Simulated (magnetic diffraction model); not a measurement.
## Magnetic neutron pattern of CeV₂Zn

Space group Cmcm (no. 63), a = 4.0380 Å, b = 10.0930 Å, c = 6.9210 Å.

| site | atom | x | y | z |
| --- | --- | --- | --- | --- |
| 4c | Ce | 0 | 0.0577 | 1/4 |
| 4c | Zn | 1/2 | 0.2825 | 1/4 |
| 8f | V | 0 | 0.3401 | 0.0562 |

The compound is invented for this exercise: a known structure type with other elements, its cell scaled to their sizes and not relaxed.

Only Ce is taken to order (form factors of Ce3+); orders and moment sizes are assumed, and not adapted to the symmetry. Radiation: neutrons of λ = 2.567 Å, 5° to 70°; isotropic B of 0.34 Å² (Ce), 0.56 Å² (Zn) and 0.64 Å² (V). The intensities are simulated: I ∝ L Σ (|F_N|² + |F_M⊥|²) for unpolarised neutrons, with F_M = 2.695 fm/μB × Σ f(s) S exp(2πi Q·r) exp(−B s²) at Q = H ± k (one set where k and −k are equivalent), only the part normal to Q counting and L = 1/(sin²θ cos θ). For collinear order S is the moment m, which repeats by lattice and centring translations R with the sign exp(−2πi k·R). Form factors are spin-only for 3d ions and dipole or tabulated for f ions, scattering lengths are Sears's of 1992, and absorption is left out. A label names one of the reflections at its angle. The strongest nuclear line in the range is 100, and lines under 0.2 are left out.

Assume the order k = (0 0 0), collinear moments along [101], 0.6 μB on Ce; signs + at (0, 0.0577, 1/4), + at (1/2, 0.4423, 3/4).

Predict the pattern, nuclear and magnetic parts apart.

```csv
2θ (°),index,nuclear,magnetic
29.47,(0 2 0),2.0,1.7
36.69,(0 2 1),2.4,1.2
40.04,(1 1 0),51.9,2.2
43.54,(0 0 2),74.0,0.3
45.83,(1 1 1),36.0,0.4
53.45,(0 2 2),2.8,0.5
59.55,(1 3 0),2.2,0.3
60.63,(1 1 2),39.8,1.2
61.15,(0 4 0),8.3,0.0
64.02,(1 3 1),100.0,1.5
65.56,(0 4 1),46.6,1.0
```

The strongest magnetic line in the range is (1 1 0) at 40.04° (2.2). On top of the Lorentz factor, which all lines share, magnetic lines fade with angle because f falls: for Ce3+ it is 0.96, 0.86, 0.71 and 0.43 at sin θ/λ = 0.1, 0.2, 0.3 and 0.5 Å⁻¹, while nuclear lengths stay constant. The net moment is 1.20 μB a primitive cell.

[Logs are printed without paths, hosts, clocks, repeated set-up lines and the standing remarks that a program may print on its own settings, such as how far it seeks lower states.]
